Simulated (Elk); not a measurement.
# CmSi2: which magnetic order is lowest, part 2 of 3

Wanted: the moments of CmSi2 and the energy of each order that was tried.

Elk 11.2.3 (patched build); LDA (Perdew-Wang) with U = 5.50 eV, J = 0.50 eV on Cm f; all-electron APW+lo, Dirac cores, scalar-relativistic bands.

So far. Step 2 (Start 1: ferro ++): After 30 cycles the largest moment stands at 6.91 μB.

## Step 3: Run 2 (antiferro +-)

Reversing part of the moments tests the sign of the couplings between them.

File elk.in:

```
tasks
  0

xctype
  3

rgkmax
  7.0

nempty
  8

swidth
  0.001

reducebf
  0.7

epsengy
  1e-05

maxscl
  150

lmaxi
  3

spinpol
  .true.

sppath
  './'

avec
  -3.74449231595 3.74449231595 12.96352121493
  3.74449231595 -3.74449231595 12.96352121493
  3.74449231595 3.74449231595 -12.96352121493

atoms
  2
  'Cm.in'
  2
  0.0000000000 0.0000000000 0.0000000000   0.000000 0.000000 -0.750000
  0.7500000000 0.2500000000 0.5000000000   0.000000 0.000000 0.750000
  'Si.in'
  4
  0.4170000000 0.4170000000 0.0000000000   0.000000 0.000000 0.000000
  0.1670000000 0.6670000000 0.5000000000   0.000000 0.000000 0.000000
  0.3330000000 0.8330000000 0.5000000000   0.000000 0.000000 0.000000
  0.5830000000 0.5830000000 0.0000000000   0.000000 0.000000 0.000000

ngridk
  8 8 8

dft+u
  1 1
  1 3 0.202121 0.018375
```

On the command line:

```
OMP_NUM_THREADS=4 elk
```

Numbers of over 12 decimals in the logs are rounded to 6 here.

Log:

```text
Warning(init1): few empty states an atom for a second variation :    8.000000000
 they are its basis, with spin, DFT+U, afieldc (12 by default), in Hartree-Fock and RDMFT; 30 and more for pressures
Warning(gndstate): core states of species 2 leak from the muffin-tin :   0.2038600455E-02
Warning(gndstate): forces or DFT+U at lmaxo under 8 : 6
  [figures from our tests cut]: type lmaxo 8 and lmaxapw 10

--- INFO.OUT ---
┌─────────────────────────┐
│ Elk code version 11.2.3 │
└─────────────────────────┘

All units are atomic (Hartree, Bohr, etc.)

┌─────────────────────────────────────────────────┐
│ Ground-state run starting from atomic densities │
└─────────────────────────────────────────────────┘

Lattice vectors :
  -3.744492316       3.744492316       12.96352121
   3.744492316      -3.744492316       12.96352121
   3.744492316       3.744492316      -12.96352121

Species : 1 (Cm)
 parameters loaded from : Cm.in
 name : curium
 nuclear charge    :   -96.00000000
 electronic charge :    96.00000000
 atomic mass :    450253.4561
 muffin-tin radius :    3.000000000
 number of radial points in muffin-tin :    797
 inner part over the whole radius :   0.9819647586E-02
 number on inner part of muffin-tin    :    574
 approximate nuclear radius :   0.1109296213E-03
 number of mesh points to nuclear radius :    305
 atomic positions (lattice), magnetic fields (Cartesian) :
  1 :   0.12500000  0.37500000  0.25000000    0.00000000  0.00000000 -0.75000000
  2 :  -0.12500000 -0.37500000 -0.25000000    0.00000000  0.00000000  0.75000000

Species : 2 (Si)
 parameters loaded from : Si.in
 name : silicon
 nuclear charge    :   -14.00000000
 electronic charge :    14.00000000
 atomic mass :    51196.73458
 muffin-tin radius :    2.126944522
 number of radial points in muffin-tin :    397
 inner part over the whole radius :   0.9624924325E-02
 number on inner part of muffin-tin    :    276
 approximate nuclear radius :   0.5963282101E-04
 number of mesh points to nuclear radius :    124
 atomic positions (lattice), magnetic fields (Cartesian) :
  1 :  -0.45800000 -0.20800000  0.25000000    0.00000000  0.00000000  0.00000000
  2 :   0.29200000  0.04200000 -0.25000000    0.00000000  0.00000000  0.00000000
  3 :   0.45800000  0.20800000 -0.25000000    0.00000000  0.00000000  0.00000000
  4 :  -0.29200000 -0.04200000  0.25000000    0.00000000  0.00000000  0.00000000

Total number of atoms per unit cell :    6
Total muffin-tin volume :    387.4139918
 ratio of muffin-tin to unit cell volume :   0.5328518035

Spin treatment :
 spin-polarised
 global magnetic field (Cartesian) :    0.000000000       0.000000000       0.000000000
 collinear magnetisation in z-direction

Number of Bravais lattice symmetries :   16
Number of crystal symmetries         :   16
Crystal has inversion symmetry
Real symmetric eigensolver will be used

k-point grid :      8     8     8
k-point offset :    0.000000000       0.000000000       0.000000000
k-point set is reduced with full crystal symmetry group
Total number of k-points :       59

Muffin-tin radius times maximum |G+k| :    7.000000000
 using average radius
Maximum |G+k| for APW functions       :    2.894998790
Maximum (1/2)|G+k|²                   :    4.190508996
Maximum |G| for potential and density :    12.00000000
Constant for pseudocharge density :    9
 order of it for each species :   16  16
 order of it for pair densities of each species (exact exchange by exxq0 0: 16) :   15   6
Radial integration step length :    1

G-vector grid sizes :     54    54    54
Number of G-vectors :    21189

Maximum angular momentum used for
 APW functions            :    8
 outer part of muffin-tin :    6
 inner part of muffin-tin :    3

Number of empty states         :     48
Total number of valence states :    150
Total number of core states    :    196

Third-order local-orbitals added for an l without core states : T
Total number of local-orbitals :     70

Exchange-correlation functional :      3     0     0
 Perdew-Wang/Ceperley-Alder, Phys. Rev. B 45, 13244 (1992)
 gradient requirement :    0
 local density approximation (LDA)

DFT+U calculation
 fully localised limit (FLL)
 see Phys. Rev. B 52, R5467 (1995)
 species : 1 (Cm), l = 3, U =   0.20212100, J =   0.01837500

Smearing type :    3
 Fermi-Dirac
Smearing width :   0.1000000000E-02
Effective electronic temperature (K) :    315.7750248

Mixing type :    3
 Broyden mixing, J. Phys. A: Math. Gen. 17, L317 (1984)

Kohn-Sham potential initialised from atomic data

┌──────────────────────────────┐
│ Self-consistent loop started │
└──────────────────────────────┘

┌─────────────────┐
│ Loop number : 1 │
└─────────────────┘

Energies :
 Fermi                       :     0.238835
 sum of occupied eigenvalues :     -40347.705525476
 electron kinetic            :      80063.075765119
 core electron kinetic       :      79662.861162287
 Coulomb                     :     -142836.95186705
 Coulomb potential           :     -119003.92069710
 nuclear-nuclear             :     -4402.8592507319
 electron-nuclear            :     -157936.36744381
 Hartree                     :      19502.274827488
 Madelung                    :     -83334.991518500
 xc potential                :     -1406.0711135902
 xc effective B-field        :    -0.806252
 external B-field            :      0.000000
 exchange                    :     -1060.7127363645
 correlation                 :     -24.851957487720
 DFT+U                       :      1.144559
 electron entropic           :    -0.28779933038599E-03
 total energy                :     -63858.296524973
 (external B-field energy excluded from total)

Density of states at Fermi energy :    83.16167402
 (states/Hartree/unit cell)

Estimated indirect band gap :   0.5948360576E-03
 from k-point 57 to k-point 38
Estimated direct band gap   :   0.6762483256E-02
 at k-point 53

Charges :
 core                        :    196.0000000
 valence                     :    52.00000000
 interstitial                :    10.29051831
 muffin-tins (core leakage)
  species : 1 (Cm)
   atom 1                    :    94.19340387     (  0.3427618623E-04)
   atom 2                    :    94.19340387     (  0.3427618623E-04)
  species : 2 (Si)
   atom 1                    :    12.33066849     (  0.2123272579E-02)
   atom 2                    :    12.33066849     (  0.2123272579E-02)
   atom 3                    :    12.33066849     (  0.2123272579E-02)
   atom 4                    :    12.33066849     (  0.2123272579E-02)
 total in muffin-tins        :    237.7094817
 total calculated charge     :    247.9912379
 total charge                :    248.0000000
 error                       :   0.8762138974E-02

Moments :
 interstitial                :   0.1721889944E-16
 muffin-tins
  species : 1 (Cm)
   atom 1                    :    6.518284436
   atom 2                    :   -6.518284436
  species : 2 (Si)
   atom 1                    :  -0.1311479943E-01
   atom 2                    :   0.1311479943E-01
   atom 3                    :   0.1311479943E-01
   atom 4                    :  -0.1311479943E-01
 total in muffin-tins        :    0.000000000
 total moment                :   0.1721889944E-16

[... earlier loops left out ...]

┌──────────────────┐
│ Loop number : 21 │
└──────────────────┘

Energies :
 Fermi                       :     0.375039
 sum of occupied eigenvalues :     -40331.492136110
 electron kinetic            :      80085.042142815
 core electron kinetic       :      79670.407298195
 Coulomb                     :     -142858.01231225
 Coulomb potential           :     -118973.86117582
 nuclear-nuclear             :     -4402.8592507319
 electron-nuclear            :     -158008.73204801
 Hartree                     :      19553.578986489
 Madelung                    :     -83371.081724345
 xc potential                :     -1441.7392889342
 xc effective B-field        :    -0.933751
 external B-field            :      0.000000
 exchange                    :     -1061.6906452174
 correlation                 :     -24.864012895171
 DFT+U                       :      1.244694
 electron entropic           :    -0.29278925809505E-03
 total energy                :     -63858.280426699
 (external B-field energy excluded from total)

Density of states at Fermi energy :    89.39589924
 (states/Hartree/unit cell)

Estimated indirect band gap :   0.7262605370E-04
 from k-point 47 to k-point 26
Estimated direct band gap   :   0.5924036824E-02
 at k-point 53

Charges :
 core                        :    196.0000000
 valence                     :    52.00000000
 interstitial                :    10.08801947
 muffin-tins (core leakage)
  species : 1 (Cm)
   atom 1                    :    94.53039468     (  0.3140403798E-04)
   atom 2                    :    94.53039468     (  0.3140403798E-04)
  species : 2 (Si)
   atom 1                    :    12.21279779     (  0.2038600455E-02)
   atom 2                    :    12.21279779     (  0.2038600455E-02)
   atom 3                    :    12.21279779     (  0.2038600455E-02)
   atom 4                    :    12.21279779     (  0.2038600455E-02)
 total in muffin-tins        :    237.9119805
 total calculated charge     :    247.9916398
 total charge                :    248.0000000
 error                       :   0.8360189487E-02

Moments :
 interstitial                :  -0.7804019110E-16
 muffin-tins
  species : 1 (Cm)
   atom 1                    :    6.993571800
   atom 2                    :   -6.993571800
  species : 2 (Si)
   atom 1                    :  -0.1334340474E-01
   atom 2                    :   0.1334340474E-01
   atom 3                    :   0.1334340474E-01
   atom 4                    :  -0.1334340474E-01
 total in muffin-tins        :    0.000000000
 total moment                :  -0.7804019110E-16

┌──────────────────────────────┐
│ Self-consistent loop stopped │
└──────────────────────────────┘

Warning : core states of species 2 leak from the muffin-tin :   0.2038600455E-02

Warning : forces or DFT+U at lmaxo under 8 : 6

Wrote STATE.OUT
```

Elapsed: 5 min, on 4 threads of Arm Neoverse V2, shared host; peak memory 0.48 GiB.

Spin moment in the muffin-tin sphere by atom:

| atom | spin moment in the muffin-tin sphere (μB) |
| --- | --- |
| Cm1 | 6.99 |
| Cm2 | -6.99 |
| Si3 | -0.01 |
| Si4 | 0.01 |
| Si5 | 0.01 |
| Si6 | -0.01 |

Numbers from this step:

| Property | Result |
| --- | --- |
| density of states at the Fermi level | 3.285 states/eV/cell |
| moment between the spheres | 0 μB |
| magnetization | 0 μB |
| final state | antiferromagnetic |

It lies 20.7 meV a seeded atom under the first start, and its largest moment is 6.99 μB against 6.91 μB.

## Step 4: Run 3 (no spin polarisation)

A run without seeds gives the energy of the state without moments.

elk.in, as its differences from that of step 3:

```diff
@@ -15,5 +15,2 @@
 
-reducebf
-  0.7
-
 epsengy
@@ -26,5 +23,2 @@
   3
-
-spinpol
-  .true.
 
@@ -42,4 +36,4 @@
   2
-  0.0000000000 0.0000000000 0.0000000000   0.000000 0.000000 -0.750000
-  0.7500000000 0.2500000000 0.5000000000   0.000000 0.000000 0.750000
+  0.0000000000 0.0000000000 0.0000000000   0.000000 0.000000 0.000000
+  0.7500000000 0.2500000000 0.5000000000   0.000000 0.000000 0.000000
   'Si.in'
```

On the command line:

```
OMP_NUM_THREADS=4 elk
```

Log:

```text
Warning(init1): few empty states an atom for a second variation :    8.000000000
 they are its basis, with spin, DFT+U, afieldc (12 by default), in Hartree-Fock and RDMFT; 30 and more for pressures
Warning(gndstate): core states of species 2 leak from the muffin-tin :   0.2026776460E-02
Warning(gndstate): forces or DFT+U at lmaxo under 8 : 6
  [figures from our tests cut]: type lmaxo 8 and lmaxapw 10

--- INFO.OUT ---
┌─────────────────────────┐
│ Elk code version 11.2.3 │
└─────────────────────────┘

[...]
atom 2                    :    12.18629798     (  0.2026776460E-02)
   atom 3                    :    12.18629798     (  0.2026776460E-02)
   atom 4                    :    12.18629798     (  0.2026776460E-02)
 total in muffin-tins        :    238.1518965
 total calculated charge     :    247.9914115
 total charge                :    248.0000000
 error                       :   0.8588466339E-02

┌──────────────────────────────┐
│ Self-consistent loop stopped │
└──────────────────────────────┘

Warning : core states of species 2 leak from the muffin-tin :   0.2026776460E-02

Warning : forces or DFT+U at lmaxo under 8 : 6

Wrote STATE.OUT

[key lines of the parts left out:]
total energy                :     -63857.866183217
```

The job ended after 3.3 min (4 threads; peak memory 0.33 GiB).

Read from the output:

```
density of states at the Fermi level : 1.451 states/eV/cell
final state                          : non-magnetic (no spin polarisation)
```

It lies 5615 meV a seeded atom over the first start.

(Part 2 of 3 ends here.)

[Logs and program files are shortened in this print: banners, set-up blocks, solver, clock and traceback lines can be left out without a mark of their own.]

[Logs are printed without paths, hosts, clocks, repeated set-up lines and the standing remarks that a program may print on its own settings, such as how far it seeks lower states.]

[Hosts, paths, dates, database ids (printed as entryN), source tags and the programs' standing remarks are cut or masked in the printed files.]

[Where a cell is said to come from a database of computed structures, the database is the Materials Project.]
